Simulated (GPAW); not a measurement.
# How the plane-wave cutoff moves the magnetism of zigzag Ir chain, bond 3.025 A, part 2 of 2

Two starts of zigzag Ir chain, bond 3.025 A are run at each rung of the plane-wave cutoff. Which rung is enough?

GPAW 26.7.0; LDA; plane waves with GPAW's PAW setups, scalar-relativistic.

So far, largest spin moment in the augmentation sphere (μB): step 2 (rung 1 (250 eV), start ferro ++) 1.87; step 5 (antiferromagnetic, cutoff 325 eV, start moments [1.0, -1.0] μB) 1.09; step 6 (cutoff 400 eV) 1.88; step 7 (antiferromagnetic, cutoff 400 eV, start moments [1.0, -1.0] μB) 1.10; step 8 (cutoff 500 eV) 1.88.

**9. Rung 4 (500 eV), start antiferro +-**

The input, order2.py:

```python
import json
import numpy as np
from ase import Atoms
from ase.parallel import paropen, parprint
from gpaw import GPAW

atoms = Atoms(['Ir', 'Ir'],
    cell=[[12.0, 0.0, 0.0],
         [0.0, 12.0, 0.0],
         [0.0, 0.0, 3.63]],
    scaled_positions=[[0.39916667, 0.5, 0.0],
         [0.60083333, 0.5, 0.5]],
    pbc=True,
    magmoms=[1.0, -1.0])
atoms.calc = GPAW(mode={'name': 'pw', 'ecut': 500},
    xc='LDA',
    kpts={'size': (1, 1, 8), 'gamma': True},
    occupations={'name': 'fermi-dirac', 'width': 0.05},
    convergence={'density': 1e-05, 'energy': 1e-05},
    maxiter=200,
    txt='order2.txt')
e = atoms.get_potential_energy(force_consistent=True)
res = {'free_energy': e, 'energy_sigma0': atoms.get_potential_energy(), 'fermi_energy': atoms.calc.get_fermi_level()}
res['moments'] = atoms.get_magnetic_moments().tolist()
res['total'] = atoms.get_magnetic_moment()
parprint('site moments (muB):', np.round(res['moments'], 3))
parprint(f"total moment: {res['total']:.3f} muB")
parprint(f'free energy: {e:.6f} eV')
atoms.calc.write('order2.gpw')
with paropen('results.json', 'w') as f:
    json.dump(res, f)
```

Launch:

```console
OMP_NUM_THREADS=1 python3 order2.py > order2.log
```

Log:

```text
site moments (muB): [ 1.097 -1.097]
total moment: 0.000 muB
free energy: -8.292714 eV

--- order2.txt ---
Input parameters:
  mode=PW(ecut=500),
  convergence={'density': 1e-05, 'energy': 1e-05},
  kpts=MonkhorstPack(size=(1, 1, 8), gamma=True),
  maxiter=200,
  occupations=Occupations(name='fermi-dirac', width=0.05),
  xc=XC(name='LDA')

Diagonalizing LCAO Hamiltonian
Converting LCAO to pw mode
[...]
|         19 |        -1.017 |     0.000 |        -1.017 |     0.000 |
|         20 |         0.697 |     0.000 |         0.697 |     0.000 |
|         21 |         0.977 |     0.000 |         0.977 |     0.000 |

Gap: 0.017 eV
Transition (v -> c):
  (s=1, k=3, n=14, [0.00, 0.00, 0.38]) -> (s=0, k=2, n=15, [0.00, 0.00, 0.25])
Direct/indirect transitions are different
Direct gap: 0.018 eV
Transition at: (s=1->0, k=2, n=14, [0.00, 0.00, 0.25])


[key lines of the parts left out:]
Free energy:      -8.292714
Converged in 24 steps
dipole moment: (0.000005, 0.000007, -12.923767)  # |e|*Ang
Fermi level: -4.353
```

Wall time 37 s (1 MPI rank of AMD EPYC 9R45, shared host); peak memory 0.38 GiB.

Numbers from this step:

```yaml
magnetization: 0 μB
final_state: antiferromagnetic
largest_moment: 1.097 μB
```

This start lies +246.9 meV a seeded atom from the first, a change of +0.2 meV since rung 3; its largest moment is 1.10 μB.

**10. Rung 5 (650 eV), start ferro ++**

The input, order1.py:

```python
import json
import numpy as np
from ase import Atoms
from ase.parallel import paropen, parprint
from gpaw import GPAW

atoms = Atoms(['Ir', 'Ir'],
    cell=[[12.0, 0.0, 0.0],
         [0.0, 12.0, 0.0],
         [0.0, 0.0, 3.63]],
    scaled_positions=[[0.39916667, 0.5, 0.0],
         [0.60083333, 0.5, 0.5]],
    pbc=True,
    magmoms=[1.0, 1.0])
atoms.calc = GPAW(mode={'name': 'pw', 'ecut': 650},
    xc='LDA',
    kpts={'size': (1, 1, 8), 'gamma': True},
    occupations={'name': 'fermi-dirac', 'width': 0.05},
    convergence={'density': 1e-05, 'energy': 1e-05},
    maxiter=200,
    txt='order1.txt')
e = atoms.get_potential_energy(force_consistent=True)
res = {'free_energy': e, 'energy_sigma0': atoms.get_potential_energy(), 'fermi_energy': atoms.calc.get_fermi_level()}
res['moments'] = atoms.get_magnetic_moments().tolist()
res['total'] = atoms.get_magnetic_moment()
parprint('site moments (muB):', np.round(res['moments'], 3))
parprint(f"total moment: {res['total']:.3f} muB")
parprint(f'free energy: {e:.6f} eV')
atoms.calc.write('order1.gpw')
with paropen('results.json', 'w') as f:
    json.dump(res, f)
```

Launch:

```console
OMP_NUM_THREADS=1 python3 order1.py > order1.log
```

Log:

```text
site moments (muB): [1.876 1.876]
total moment: 4.469 muB
free energy: -8.806313 eV

--- order1.txt ---
Input parameters:
  mode=PW(ecut=650),
  convergence={'density': 1e-05, 'energy': 1e-05},
  kpts=MonkhorstPack(size=(1, 1, 8), gamma=True),
  maxiter=200,
  occupations=Occupations(name='fermi-dirac', width=0.05),
  xc=XC(name='LDA')

Diagonalizing LCAO Hamiltonian
Converting LCAO to pw mode
[...]
|         10 |        -5.869 |     1.000 |        -4.849 |     1.000 |
|         11 |        -5.639 |     1.000 |        -4.476 |     0.863 |
[...]
|         20 |         0.451 |     0.000 |         0.794 |     0.000 |
|         21 |         0.929 |     0.000 |         1.005 |     0.000 |
|         22 |         1.653 |     0.000 |         1.745 |     0.000 |
|         23 |         1.712 |     0.000 |         1.845 |     0.000 |

No gap
No difference between direct/indirect transitions


[key lines of the parts left out:]
Free energy:      -8.806313
Converged in 15 steps
dipole moment: (0.000009, 0.000007, -12.971258)  # |e|*Ang
Fermi level: -4.384
```

Run time: 39 s. Hardware: 1 MPI rank; peak memory 0.51 GiB.

Read from the output:

```
magnetization  : 4.469 μB
final state    : ferromagnetic
largest moment : 1.876 μB
```

The largest moment is that of rung 4, at 1.5 times its CPU time.

**11. Rung 5 (650 eV), start antiferro +-**

order2.py is the script of step 9 with these lines changed:

```diff
@@ -14,3 +14,3 @@
     magmoms=[1.0, -1.0])
-atoms.calc = GPAW(mode={'name': 'pw', 'ecut': 500},
+atoms.calc = GPAW(mode={'name': 'pw', 'ecut': 650},
     xc='LDA',
```

Launch:

```console
OMP_NUM_THREADS=1 python3 order2.py > order2.log
```

Log:

```text
site moments (muB): [ 1.098 -1.098]
total moment: 0.000 muB
free energy: -8.312273 eV

--- order2.txt ---
Input parameters:
  mode=PW(ecut=650),
  convergence={'density': 1e-05, 'energy': 1e-05},
  kpts=MonkhorstPack(size=(1, 1, 8), gamma=True),
  maxiter=200,
  occupations=Occupations(name='fermi-dirac', width=0.05),
  xc=XC(name='LDA')

Diagonalizing LCAO Hamiltonian
Converting LCAO to pw mode
[...]
|         19 |        -1.017 |     0.000 |        -1.017 |     0.000 |
|         20 |         0.697 |     0.000 |         0.697 |     0.000 |
|         21 |         0.975 |     0.000 |         0.975 |     0.000 |

Gap: 0.017 eV
Transition (v -> c):
  (s=1, k=3, n=14, [0.00, 0.00, 0.38]) -> (s=0, k=2, n=15, [0.00, 0.00, 0.25])
Direct/indirect transitions are different
Direct gap: 0.018 eV
Transition at: (s=1->0, k=2, n=14, [0.00, 0.00, 0.25])


[key lines of the parts left out:]
Free energy:      -8.312273
Converged in 22 steps
dipole moment: (0.000007, 0.000007, -12.924888)  # |e|*Ang
Fermi level: -4.353
```

It took 49 s on 1 MPI rank; peak memory 0.53 GiB.

Read from the output:

| Property | Result |
| --- | --- |
| magnetization | 0 μB |
| final state | antiferromagnetic |
| largest moment | 1.098 μB |

This start lies +247.0 meV a seeded atom from the first, a change of +0.1 meV since rung 4; its largest moment is 1.10 μB.

**12. Rung 6 (800 eV), start ferro ++**

order1.py is the script of step 10 with these lines changed:

```diff
@@ -14,3 +14,3 @@
     magmoms=[1.0, 1.0])
-atoms.calc = GPAW(mode={'name': 'pw', 'ecut': 650},
+atoms.calc = GPAW(mode={'name': 'pw', 'ecut': 800},
     xc='LDA',
```

Launch:

```console
OMP_NUM_THREADS=1 python3 order1.py > order1.log
```

Log:

```text
site moments (muB): [1.876 1.876]
total moment: 4.469 muB
free energy: -8.807769 eV

--- order1.txt ---
Input parameters:
  mode=PW(ecut=800),
  convergence={'density': 1e-05, 'energy': 1e-05},
  kpts=MonkhorstPack(size=(1, 1, 8), gamma=True),
  maxiter=200,
  occupations=Occupations(name='fermi-dirac', width=0.05),
  xc=XC(name='LDA')

Diagonalizing LCAO Hamiltonian
Converting LCAO to pw mode
[...]
|         10 |        -5.869 |     1.000 |        -4.849 |     1.000 |
|         11 |        -5.639 |     1.000 |        -4.476 |     0.863 |
[...]
|         20 |         0.451 |     0.000 |         0.794 |     0.000 |
|         21 |         0.928 |     0.000 |         1.004 |     0.000 |
|         22 |         1.652 |     0.000 |         1.745 |     0.000 |
|         23 |         1.711 |     0.000 |         1.843 |     0.000 |

No gap
No difference between direct/indirect transitions


[key lines of the parts left out:]
Free energy:      -8.807769
Converged in 15 steps
dipole moment: (0.000008, 0.000007, -12.971293)  # |e|*Ang
Fermi level: -4.384
```

The job ended after 49 s (1 MPI rank; peak memory 0.63 GiB).

Numbers from this step:

```yaml
magnetization: 4.469 μB
final_state: ferromagnetic
largest_moment: 1.876 μB
```

The largest moment is that of rung 5, at 1.3 times its CPU time.

**13. Rung 6 (800 eV), start antiferro +-**

order2.py is the script of step 11 with these lines changed:

```diff
@@ -14,3 +14,3 @@
     magmoms=[1.0, -1.0])
-atoms.calc = GPAW(mode={'name': 'pw', 'ecut': 650},
+atoms.calc = GPAW(mode={'name': 'pw', 'ecut': 800},
     xc='LDA',
```

Launch:

```console
OMP_NUM_THREADS=1 python3 order2.py > order2.log
```

Log:

```text
site moments (muB): [ 1.098 -1.098]
total moment: 0.000 muB
free energy: -8.313722 eV

--- order2.txt ---
Input parameters:
  mode=PW(ecut=800),
  convergence={'density': 1e-05, 'energy': 1e-05},
  kpts=MonkhorstPack(size=(1, 1, 8), gamma=True),
  maxiter=200,
  occupations=Occupations(name='fermi-dirac', width=0.05),
  xc=XC(name='LDA')

Diagonalizing LCAO Hamiltonian
Converting LCAO to pw mode
[...]
|         19 |        -1.017 |     0.000 |        -1.017 |     0.000 |
|         20 |         0.697 |     0.000 |         0.697 |     0.000 |
|         21 |         0.974 |     0.000 |         0.974 |     0.000 |

Gap: 0.017 eV
Transition (v -> c):
  (s=1, k=3, n=14, [0.00, 0.00, 0.38]) -> (s=0, k=2, n=15, [0.00, 0.00, 0.25])
Direct/indirect transitions are different
Direct gap: 0.018 eV
Transition at: (s=1->0, k=2, n=14, [0.00, 0.00, 0.25])


[key lines of the parts left out:]
Free energy:      -8.313722
Converged in 19 steps
dipole moment: (0.000010, 0.000007, -12.924922)  # |e|*Ang
Fermi level: -4.353
```

It took 54 s on 1 MPI rank; peak memory 0.64 GiB.

This step gave:

| Quantity | Value |
| --- | --- |
| magnetization | 0 μB |
| final state | antiferromagnetic |
| largest moment | 1.098 μB |

This start lies +247.0 meV a seeded atom from the first, a change of +0.0 meV since rung 5; its largest moment is 1.10 μB.

**14. Side by side**

Ladder, by row:

```
rung  cutoff (eV)  state from the first start  state from the second start  second less first (meV a seeded atom)  moment, first (μB)  moment, second (μB)  CPU time (s)
   1          250               ferromagnetic            antiferromagnetic                                  250.2               1.866                1.091         24.18
   2          325               ferromagnetic            antiferromagnetic                                  247.1               1.874                1.094         28.34
   3          400               ferromagnetic            antiferromagnetic                                  246.8               1.876                1.097          41.1
   4          500               ferromagnetic            antiferromagnetic                                  246.9               1.876                1.097         62.25
   5          650               ferromagnetic            antiferromagnetic                                    247               1.876                1.098         88.38
   6          800               ferromagnetic            antiferromagnetic                                    247               1.876                1.098         103.7
```

**15. Outcome**

- range of the moment in the table, first start: 1.87 to 1.88 μB
- range of CPU time: 24 s to 1.7 min
- range of the energy difference: 247 to 250 meV a seeded atom
- first rung from which all stay within 12 meV of the last: 1

From rung 1 on the result stays within 3.2 meV of the last rung, inside the margin of 12 meV set for it, at 23 % of the last rung's cost. The first start ends lower on every rung of the table; whether functional and cell give the true order is another question.

[Logs and program files are shortened in this print: banners, set-up blocks, solver, clock and traceback lines can be left out without a mark of their own.]

[Logs are printed without paths, hosts, clocks, repeated set-up lines and the standing remarks that a program may print on its own settings, such as how far it seeks lower states.]

[Hosts, paths, dates, database ids (printed as entryN), source tags and the programs' standing remarks are cut or masked in the printed files.]

[Where a cell is said to come from a database of computed structures, the database is the Materials Project.]
